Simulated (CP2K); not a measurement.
The C K edge of 2-aminooxazole was computed by TDDFT (CP2K XAS_TDP, aug-cc-pVDZ, TDA) at these levels: PBE0, PBEh(45%) and PBEh(45%) + GW2X. The first three lines of C2 (bonded to 2 N and O) with a strength over 0.0015, energy in eV and strength:

| run | first | second | third |
| --- | --- | --- | --- |
| 1 | 279.23 (0.056) | 281.33 (0.002) | 281.36 (0.003) |
| 2 | 284.37 (0.071) | 288.35 (0.004) | 288.41 (0.015) |
| 3 | 290.15 (0.070) | 294.13 (0.004) | 294.19 (0.015) |

Which run is which?

Run 1: PBE0 (25 % exact exchange). Run 2: PBEh(45%) (45 % exact exchange). Run 3: PBEh(45%) + GW2X (45 % exact exchange). Self-interaction lifts the core level, so the uncorrected lines rise with the share of exact exchange. The GW2X run keeps the spacings of its parent: 3.98 eV between the first two lines in run 3, 3.98 eV in run 2. Its shift is +5.78 eV, since the Kohn–Sham level at this share of exchange lies that far above the quasiparticle level.

[Hosts, paths, dates, database ids (printed as entryN), source tags and the programs' standing remarks are cut or masked in the printed files.]
